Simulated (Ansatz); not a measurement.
**Decaying states in the gap of LiCaCl3**

Aim: relax a made-up compound, LiCaCl3, and see how good a tunnel barrier it would be. It is built by putting Cl for F, Li for K in the KCaF3 structure of space group Pm-3m, with the volume rescaled by atomic radii. The parent structure comes from the Materials Project.

Program: Ansatz 0.2.0. Level of theory: PBE DFT, plane waves, PAW files, in the first sound run; inputs show where later runs differ. Results are calculated unless marked as measured.

Report form: the programs' logs are mostly left out.

The structure was built from a prototype and need not be the compound's stable phase.

## (1) The structure

Symmetry: Pm-3m, No. 221, cubic system. The conventional cell has a = 4.578 Å, b = 4.578 Å, c = 4.578 Å, α = 90.00°, β = 90.00°, γ = 90.00°. Nearest to Li lie 12 Cl at 3.24 Å. Ca has 6 Cl at 2.29 Å nearest. Nearest to Cl lie 2 Ca at 2.29 Å. It derives from KCaF3. Cl for F, Li for K in the KCaF3 structure of space group Pm-3m. Farther neighbours and most contacts between anions are not listed.

## (2) Relaxing the new crystal

The substituted atoms don't fit the parent's cell, so cell and atoms relax together. A small smearing keeps the run stable in case the gap closes on the way.

The input, input.yaml:

```yaml
crystal:
  lattice:
    - [4.57788389, 0.0, 0.0]
    - [0.0, 4.57788389, 0.0]
    - [0.0, 0.0, 4.57788389]
  atoms:
    - { symbol: Li, position: [0.5, 0.5, 0.5] }
    - { symbol: Ca, position: [0.0, 0.0, 0.0] }
    - { symbol: Cl, position: [0.0, 0.5, 0.0] }
    - { symbol: Cl, position: [0.0, 0.0, 0.5] }
    - { symbol: Cl, position: [0.5, 0.0, 0.0] }
kpoints:
  mp_grid: { grid: [6, 6, 6] }
scf:
  occupations: { method: gaussian, width: 0.03 }
hamiltonian:
  xc: pbe
output:
  forces: true
  stress: true
relax:
  f_tol: 0.02
  max_steps: 60
  cell: {}
```

Command:

```bash
$ ansatz run input.yaml --threads 2 --pin off --max-ram 4096MiB --backend cpu --events-out ev --progress --plain --runs-dir out
```

Wall time 10 s (2 threads of Arm Neoverse V2, shared host); peak memory 0.4 GiB; 20 s of CPU time.

The steps of the relaxation:

```
step  energy less that of the first step (eV)  largest force component (eV/Å)  pressure (GPa)  volume (Å³)
   1                                   0.0000                          0.0000           31.89        95.94
   2                                  -2.1402                          0.0000           16.27       110.67
   3                                  -3.2637                          0.0000            6.96       126.83
   4                                  -3.6731                          0.0000            1.95       142.33
   5                                  -3.7254                          0.0000           -0.18       152.44
   6                                  -3.7260                          0.0000            0.00       151.49
  7*                                  -3.7567                          0.0000            0.30       151.49
   8                                  -3.7584                          0.0000            0.03       153.16
  9*                                  -3.7584                          0.0000            0.03       153.16
```

Relaxation steps marked * repeat the geometry before them on a plane-wave basis chosen anew for their cell, so energy and pressure can jump there.

The run keeps the 48 symmetry operations that it works with, so distortions that break them were not tested.

```
     cell as run  before  after   change
           a (Å)   4.578  5.350  +16.9 %
           b (Å)   4.578  5.350  +16.9 %
           c (Å)   4.578  5.350  +16.9 %
volume (Å³/atom)   19.19  30.63  +59.6 %
```

Numbers from this step:

```
free energy  : -5269.4102 eV
Fermi energy : 2.192 eV
pressure     : 0.02925 GPa
```

The largest force component on a free atom ends at 1.1e-30 eV/Å.

## (3) The bulk crystal and its band edges

The energy window and the wavevectors of the next steps follow from the band edges, so these are searched first, off the mesh as well.

The input, input.yaml:

```yaml
crystal:
  lattice:
    - [5.3503418318, 0.0, 0.0]
    - [0.0, 5.3503418318, 0.0]
    - [0.0, 0.0, 5.3503418318]
  atoms:
    - { symbol: Li, position: [0.5, 0.5, 0.5] }
    - { symbol: Ca, position: [0.0, 0.0, 0.0] }
    - { symbol: Cl, position: [0.0, 0.5, 0.0] }
    - { symbol: Cl, position: [0.0, 0.0, 0.5] }
    - { symbol: Cl, position: [0.5, 0.0, 0.0] }
kpoints:
  mp_grid: { grid: [6, 6, 6] }
  band_path: { path: [VBM, CBM], npoints: 30 }
scf:
  occupations: { method: fixed }
hamiltonian:
  xc: pbe
output:
  eigenvalues: true
  write_potential: true
  write_density: true
  volumetric_format: npy
```

Elapsed: 4.6 s, on 2 threads; peak memory 0.36 GiB.

This step gave:

```
free energy         : -5269.4107 eV
Fermi energy        : 0.3103 eV
gap on the k-mesh   : 3.762 eV
gap on path         : 3.762 eV, by band count; negative where bands overlap
direct gap on path  : 4.076 eV
edge places on path : 0, 1.017 1/A along the path
```

The electronic bands at the labelled points (eV, zero at the Fermi level (highest filled level under fixed occupations); v1 is the highest filled band, c1 the lowest empty one):

| point | v4 | v3 | v2 | v1 | c1 | c2 | c3 | c4 |
| --- | --- | --- | --- | --- | --- | --- | --- | --- |
| VBM | -1.42 | 0.00 | 0.00 | 0.00 | 4.71 | 7.55 | 7.55 | 7.55 |
| halfway | -1.12 | -0.34 | -0.34 | -0.28 | 4.94 | 6.04 | 6.65 | 6.65 |
| CBM | -0.53 | -0.31 | -0.31 | -0.31 | 3.76 | 5.75 | 5.75 | 5.75 |

The searched edges give 3.76 eV, as on the mesh.

## (4) Decaying states in the gap, plane (110), k-mesh 6×6×6

This step: PBE DFT, plane waves, PAW files; complex bands by layer matching along the plane's normal (Ansatz 0.2.0).

The same crystal is laid in a cell whose first two vectors span the (110) plane (indices of the standard conventional cell, whose axes can be ordered otherwise than in the bulk input). At fixed energy and wavevector in the plane the solver finds all kz, real and complex. A few wavevectors are listed, (0, 0) and (-0.5, 0) in units of the plane's reciprocal vectors; the slowest state needn't be among them.

The input, input.yaml:

```yaml
crystal:
  lattice:
    - [5.350341832, 0.0, 0.0]
    - [0.0, 7.566525982, 0.0]
    - [0.0, 3.783262991, 3.783262991]
  atoms:
    - { symbol: Li, position: [0.5, 0.5, 0.0] }
    - { symbol: Ca, position: [0.0, 0.0, 0.0] }
    - { symbol: Cl, position: [0.0, 0.5, 0.5] }
    - { symbol: Cl, position: [0.5, 0.0, 0.0] }
    - { symbol: Cl, position: [0.0, 0.0, 0.5] }
kpoints:
  mp_grid: { grid: [6, 6, 6] }
scf:
  occupations: { method: fixed }
hamiltonian:
  xc: pbe
output:
  eigenvalues: true
  transmission:
    leads: [[0, 0]]
    kpoints: [[0.0, 0.0], [-0.5, 0.0]]
    e_range: [-1.0, 4.76]
    de: 0.14
```

Wall time 63 s (2 threads); peak memory 0.94 GiB; 1.8 min of CPU time.

This step gave:

- free energy: -5269.4104 eV
- gap on the k-mesh: 3.763 eV
- level to which the leads are filled: 1.881 eV from the Fermi level
- decay constant at the filling level, zone centre: 0.3542 Å⁻¹
- decay constant at the filling level, slowest listed point: 0.3542 Å⁻¹

K parallel (0, 0); values up to 1.5 1/Å, a degenerate pair printed once or twice; energies at which all values exceed this have no row. Table of Im kz of the slowest decaying states by energy, zero at the highest filled level on the SCF mesh:

```
energy (eV)  decay 1 (Å⁻¹)  decay 2 (Å⁻¹)  decay 3 (Å⁻¹)  decay 4 (Å⁻¹)
      -1.00          0.110          0.236          0.294          0.345
      -0.72          0.499          0.622           1.03           1.33
      -0.44         0.0790          0.183          0.242          0.660
      -0.16          0.143          0.256          0.335          0.366
      -0.02          0.191          0.335          0.415          0.448
       0.12          0.202          0.224          0.390          0.451
       0.40          0.271          0.329          0.465          0.503
       0.68          0.303          0.396          0.514          0.538
       0.96          0.326          0.440          0.549          0.563
       1.24          0.341          0.472          0.575          0.580
       1.52          0.350          0.496          0.592          0.593
       1.80          0.354          0.514          0.600          0.605
       2.22          0.349          0.532          0.596          0.608
       2.50          0.338          0.540          0.571          0.607
       2.78          0.317          0.545          0.545          0.604
       3.06          0.285          0.519          0.547          0.599
       3.34          0.233          0.493          0.547          0.591
       3.62          0.142          0.468          0.545          0.582
       3.90          0.443          0.541          0.570          0.573
       4.18          0.417          0.534          0.541          0.555
       4.46          0.389          0.504          0.525          0.539
       4.74          0.355          0.458          0.514          0.519
```

K parallel (-0.5, 0); values up to 1.5 1/Å, a degenerate pair printed once or twice; energies at which all values exceed this have no row. Im kz of the slowest decaying states against energy, zero at the highest filled level on the SCF mesh:

| energy (eV) | decay 1 (Å⁻¹) | decay 2 (Å⁻¹) | decay 3 (Å⁻¹) | decay 4 (Å⁻¹) |
| --- | --- | --- | --- | --- |
| -1.00 | 0.0820 | 0.315 | 0.436 | 0.869 |
| -0.72 | 0.0667 | 0.309 | 0.493 | 0.868 |
| -0.44 | 0.186 | 0.534 | 0.862 | 1.20 |
| -0.16 | 0.171 | 0.381 | 0.563 | 0.853 |
| -0.02 | 0.214 | 0.439 | 0.575 | 0.847 |
| 0.12 | 0.190 | 0.241 | 0.247 | 0.343 |
| 0.40 | 0.294 | 0.316 | 0.431 | 0.536 |
| 0.68 | 0.327 | 0.383 | 0.553 | 0.574 |
| 0.96 | 0.351 | 0.428 | 0.601 | 0.624 |
| 1.24 | 0.369 | 0.460 | 0.620 | 0.630 |
| 1.52 | 0.382 | 0.484 | 0.633 | 0.634 |
| 1.80 | 0.391 | 0.503 | 0.635 | 0.642 |
| 2.22 | 0.398 | 0.522 | 0.632 | 0.648 |
| 2.50 | 0.398 | 0.531 | 0.628 | 0.632 |
| 2.78 | 0.396 | 0.536 | 0.598 | 0.623 |
| 3.06 | 0.392 | 0.540 | 0.559 | 0.615 |
| 3.34 | 0.384 | 0.516 | 0.541 | 0.606 |
| 3.62 | 0.373 | 0.467 | 0.540 | 0.595 |
| 3.90 | 0.359 | 0.409 | 0.537 | 0.582 |
| 4.18 | 0.338 | 0.341 | 0.533 | 0.567 |
| 4.46 | 0.238 | 0.319 | 0.526 | 0.550 |
| 4.74 | 0.289 | 0.454 | 0.518 | 0.525 |

At the listed wavevectors the last open channel is at -0.02 eV and the next at +3.90 eV on the grid. At +1.94 eV, the grid energy nearest the filling level (the middle of the gap on the SCF mesh), the slowest state at the listed wavevectors decays with κ = 0.354 Å⁻¹, its amplitude falling by e over 2.8 Å. Through 1 nm of this crystal that state's transmission falls by exp(−2 × 0.354 Å⁻¹ × 10 Å) = 8.4e-4.

## (5) Decay over the two-dimensional zone

The listed points could miss the slowest state, so one energy near mid-gap is solved on a mesh of 10×10.

Edit input.yaml of step 4 so:

```diff
@@ -19,6 +19,2 @@
   eigenvalues: true
-  transmission:
-    leads: [[0, 0]]
-    kpoints: [[0.0, 0.0], [-0.5, 0.0]]
-    e_range: [-1.0, 4.76]
-    de: 0.14
+  transmission: { leads: [[0, 0]], kmesh: [10, 10], e_range: [1.88, 1.89], de: 0.05 }
```

Run time: 1.8 min. Hardware: 2 threads; peak memory 1.1 GiB; 3.6 min of CPU time.

This step gave:

- least decay constant on the mesh: 0.3544 Å⁻¹

Slowest decay constant (1/Å; 0 where a channel is open) over k1 and k2. At 1.8800 eV from the Fermi level.

Ten even steps from '_' (0.354) to '@' (0.460):
```
%%%%%%##%%%%%%##%%%%
********++++++******
++++====------====++
==----::..__..::----
----::..______..::--
==----::..__..::----
++++====------====++
********++++++******
%%%%%%##%%%%%%##%%%%
@@@@@@@@@@@@@@@@@@@@
```
Columns: k1 (b1) from -0.5 to 0.4; rows upwards: k2 (b2) from -0.5 to 0.4.

The least value on the mesh is 0.354 Å⁻¹ at +1.88 eV. At that energy the listed points give about 0.354 Å⁻¹ by interpolation, so the mesh holds no clearly slower state.

## (6) Decaying states in the gap, plane (001), k-mesh 4×4×4

The same for the (001) plane, at (0, 0), (-0.5, -0.5) and (0.5, 0), to see how the decay depends on direction.

The input, input.yaml:

```yaml
crystal:
  lattice:
    - [5.350341832, 0.0, 0.0]
    - [0.0, 5.350341832, 0.0]
    - [0.0, 0.0, 5.350341832]
  atoms:
    - { symbol: Li, position: [0.5, 0.5, 0.5] }
    - { symbol: Ca, position: [0.0, 0.0, 0.0] }
    - { symbol: Cl, position: [0.0, 0.5, 0.0] }
    - { symbol: Cl, position: [0.0, 0.0, 0.5] }
    - { symbol: Cl, position: [0.5, 0.0, 0.0] }
kpoints:
  mp_grid: { grid: [4, 4, 4] }
scf:
  occupations: { method: fixed }
hamiltonian:
  xc: pbe
output:
  eigenvalues: true
  transmission:
    leads: [[0, 0]]
    kpoints: [[0.0, 0.0], [-0.5, -0.5], [0.5, 0.0]]
    e_range: [-1.0, 4.76]
    de: 0.1
```

Elapsed: 60 s, on 2 threads; peak memory 0.73 GiB; 94 s of CPU time.

A gap read on the k-mesh alone can miss the band edges.

This step gave:

| Property | Result |
| --- | --- |
| free energy | -5269.4105 eV |
| Fermi energy | 0.3104 eV |
| gap on the k-mesh | 3.762 eV |
| decay constant at the filling level, zone centre | 0.3452 Å⁻¹ |
| decay constant at the filling level, slowest listed point | 0.3452 Å⁻¹ |

K parallel (0, 0); values up to 1.5 1/Å, a degenerate pair printed once or twice; energies at which all values exceed this have no row. The Im kz of the slowest decaying states by energy, zero at the highest filled level on the SCF mesh:

```
energy (eV)  decay 1 (Å⁻¹)  decay 2 (Å⁻¹)  decay 3 (Å⁻¹)  decay 4 (Å⁻¹)
     -1.000          0.146          0.485           0.51          0.984
     -0.500          0.148          0.163          0.547          0.563
      0.000          0.191          0.338          0.522          0.573
      0.500          0.276          0.452          0.579          0.609
      1.000          0.318          0.505          0.572          0.650
      1.500          0.339          0.530          0.554          0.670
      2.000          0.345          0.526          0.538          0.677
      2.500          0.333          0.493          0.533          0.675
      3.000          0.292          0.457          0.517          0.666
      3.500          0.189          0.427           0.49          0.652
      4.000          0.403          0.452          0.632          0.826
      4.500          0.379          0.400          0.607          0.781
```

K parallel (-0.5, -0.5); values up to 1.5 1/Å, a degenerate pair printed once or twice; energies at which all values exceed this have no row. Table of Im kz of the slowest decaying states by energy, zero at the highest filled level on the SCF mesh:

```csv
energy (eV),decay 1 (Å⁻¹),decay 2 (Å⁻¹),decay 3 (Å⁻¹),decay 4 (Å⁻¹)
-1.00,0.186,0.720,0.911,0.995
-0.70,0.292,0.753,0.952,1.08
-0.40,0.344,0.771,0.976,1.05
-0.10,0.377,0.773,0.777,0.991
0.00,5.5e-4,0.0077,0.386,0.778
0.10,0.181,0.393,0.772,0.778
0.40,0.360,0.412,0.773,0.926
0.70,0.426,0.483,0.764,0.863
1.00,0.437,0.623,0.751,0.756
1.30,0.444,0.698,0.735,0.993
1.60,0.449,0.701,0.714,0.984
1.80,0.451,0.699,0.701,0.978
2.10,0.452,0.673,0.697,0.966
2.40,0.451,0.644,0.690,0.953
2.70,0.449,0.610,0.681,0.938
3.00,0.445,0.572,0.668,0.922
3.30,0.439,0.528,0.653,0.904
3.60,0.432,0.476,0.635,0.884
3.80,0.426,0.437,0.622,0.870
4.10,0.365,0.416,0.599,0.848
4.40,0.266,0.404,0.573,0.824
4.70,0.0481,0.390,0.543,0.799
```

K parallel (0.5, 0); values up to 1.5 1/Å, a degenerate pair printed once or twice; energies at which all values exceed this have no row. The Im kz of the slowest decaying states by energy, zero at the highest filled level on the SCF mesh:

```
energy (eV)  decay 1 (Å⁻¹)  decay 2 (Å⁻¹)  decay 3 (Å⁻¹)  decay 4 (Å⁻¹)
     -1.000          0.104          0.120          0.178          0.420
     -0.500          0.521          0.693          0.778           1.05
      0.000         0.0480          0.249          0.338          0.574
      0.500          0.330          0.422          0.456          0.602
      1.000          0.371          0.512          0.613          0.692
      1.500          0.393          0.539          0.612          0.705
      2.000          0.404          0.547          0.603          0.703
      2.500          0.407          0.543          0.585          0.691
      3.000          0.403          0.527          0.560          0.670
      3.500          0.393          0.501          0.527          0.639
      4.000          0.374          0.463          0.487          0.597
      4.500          0.342          0.412          0.439          0.534
```

At the listed wavevectors the last open channel is at -0.10 eV and the next at +3.80 eV on the grid. At +1.90 eV, the grid energy nearest the filling level (the middle of the gap on the SCF mesh), the slowest state at the listed wavevectors decays with κ = 0.345 Å⁻¹, its amplitude falling by e over 2.9 Å; the first such run, plane (110), gave 0.354 Å⁻¹.

## (7) The same cell, other settings

This step: PBE DFT, plane waves, PAW files; complex bands by layer matching along the plane's normal; changed: basis.ecutwfc = "50 eV", scf.max_iter = 80 (Ansatz 0.2.0).

This run repeats an earlier one, its twin (the complex run, plane (110)), with two settings changed (scf.max_iter, basis.ecutwfc; files written aside). The setting was drawn as a possible misstep, on purpose. Where the input is shown as a difference, that is against the step before, not the twin.

The input, input.yaml:

```yaml
crystal:
  lattice:
    - [5.350341832, 0.0, 0.0]
    - [0.0, 7.566525982, 0.0]
    - [0.0, 3.783262991, 3.783262991]
  atoms:
    - { symbol: Li, position: [0.5, 0.5, 0.0] }
    - { symbol: Ca, position: [0.0, 0.0, 0.0] }
    - { symbol: Cl, position: [0.0, 0.5, 0.5] }
    - { symbol: Cl, position: [0.5, 0.0, 0.0] }
    - { symbol: Cl, position: [0.0, 0.0, 0.5] }
kpoints:
  mp_grid: { grid: [6, 6, 6] }
scf:
  occupations: { method: fixed }
  max_iter: 80
hamiltonian:
  xc: pbe
output:
  eigenvalues: true
  transmission:
    leads: [[0, 0]]
    kpoints: [[0.0, 0.0], [-0.5, 0.0]]
    e_range: [-1.0, 4.76]
    de: 0.14
basis:
  ecutwfc: "50 eV"
```

The job ended after 2.2 s (2 threads; peak memory 0.26 GiB).

Residual by cycle:

cycle, log10 residual and a bar from the least value:
```
        1        2.2 ##############################
        2        1.7 #############################
        3       -0.1 #######################
        4       -1.5 ###################
        5       -3.4 #############
        6       -5.0 #########
        7       -6.4 ####
        8       -7.9
```

The run finished. A setting was moved off its sound value on purpose, so it serves as a test and not as the result.

The fault put into the input: a cutoff far too low (basis.ecutwfc = "50 eV").

The two runs compared:

```csv
quantity,this run,sound run,difference
free energy (eV),-4941.8,-5269.4,328
Fermi energy (eV),2.3348,0.31032,2.02
gap on the k-mesh (eV),2.0259,3.7627,-1.74
level to which the leads are filled (eV from the Fermi level),1.0129,1.8813,-0.868
```

One result that differs is the gap on the k-mesh, 2.03 eV against 3.76 eV.

## (8) What came out

```yaml
band_gap: 3.76 eV
least_decay_constant_at_mid_gap_normal_to_110: 0.354 Å⁻¹
least_decay_constant_at_mid_gap_normal_to_001: 0.345 Å⁻¹
least_decay_constant_on_a_mesh_normal_to_110: 0.354 Å⁻¹
```

**Reading.** With PBE, the slowest decay at the wavevectors tried is κ = 0.345 Å⁻¹, normal to (001). Through such a film the transmission near mid-gap falls as exp(−2κd), a factor of ten every 3.3 Å. The directions tried decay at nearly the same rate. A free electron under a barrier of half the gap would need a mass of 0.24 mₑ to decay at this rate. The compound is made up by substitution; its stability against other phases and against distortions of the cell's symmetry was not tested. A semilocal functional narrows gaps, so real decay constants are likely larger.

[Logs are printed without paths, hosts, clocks, repeated set-up lines and the standing remarks that a program may print on its own settings, such as how far it seeks lower states.]

[Hosts, paths, dates, database ids (printed as entryN), source tags and the programs' standing remarks are cut or masked in the printed files.]
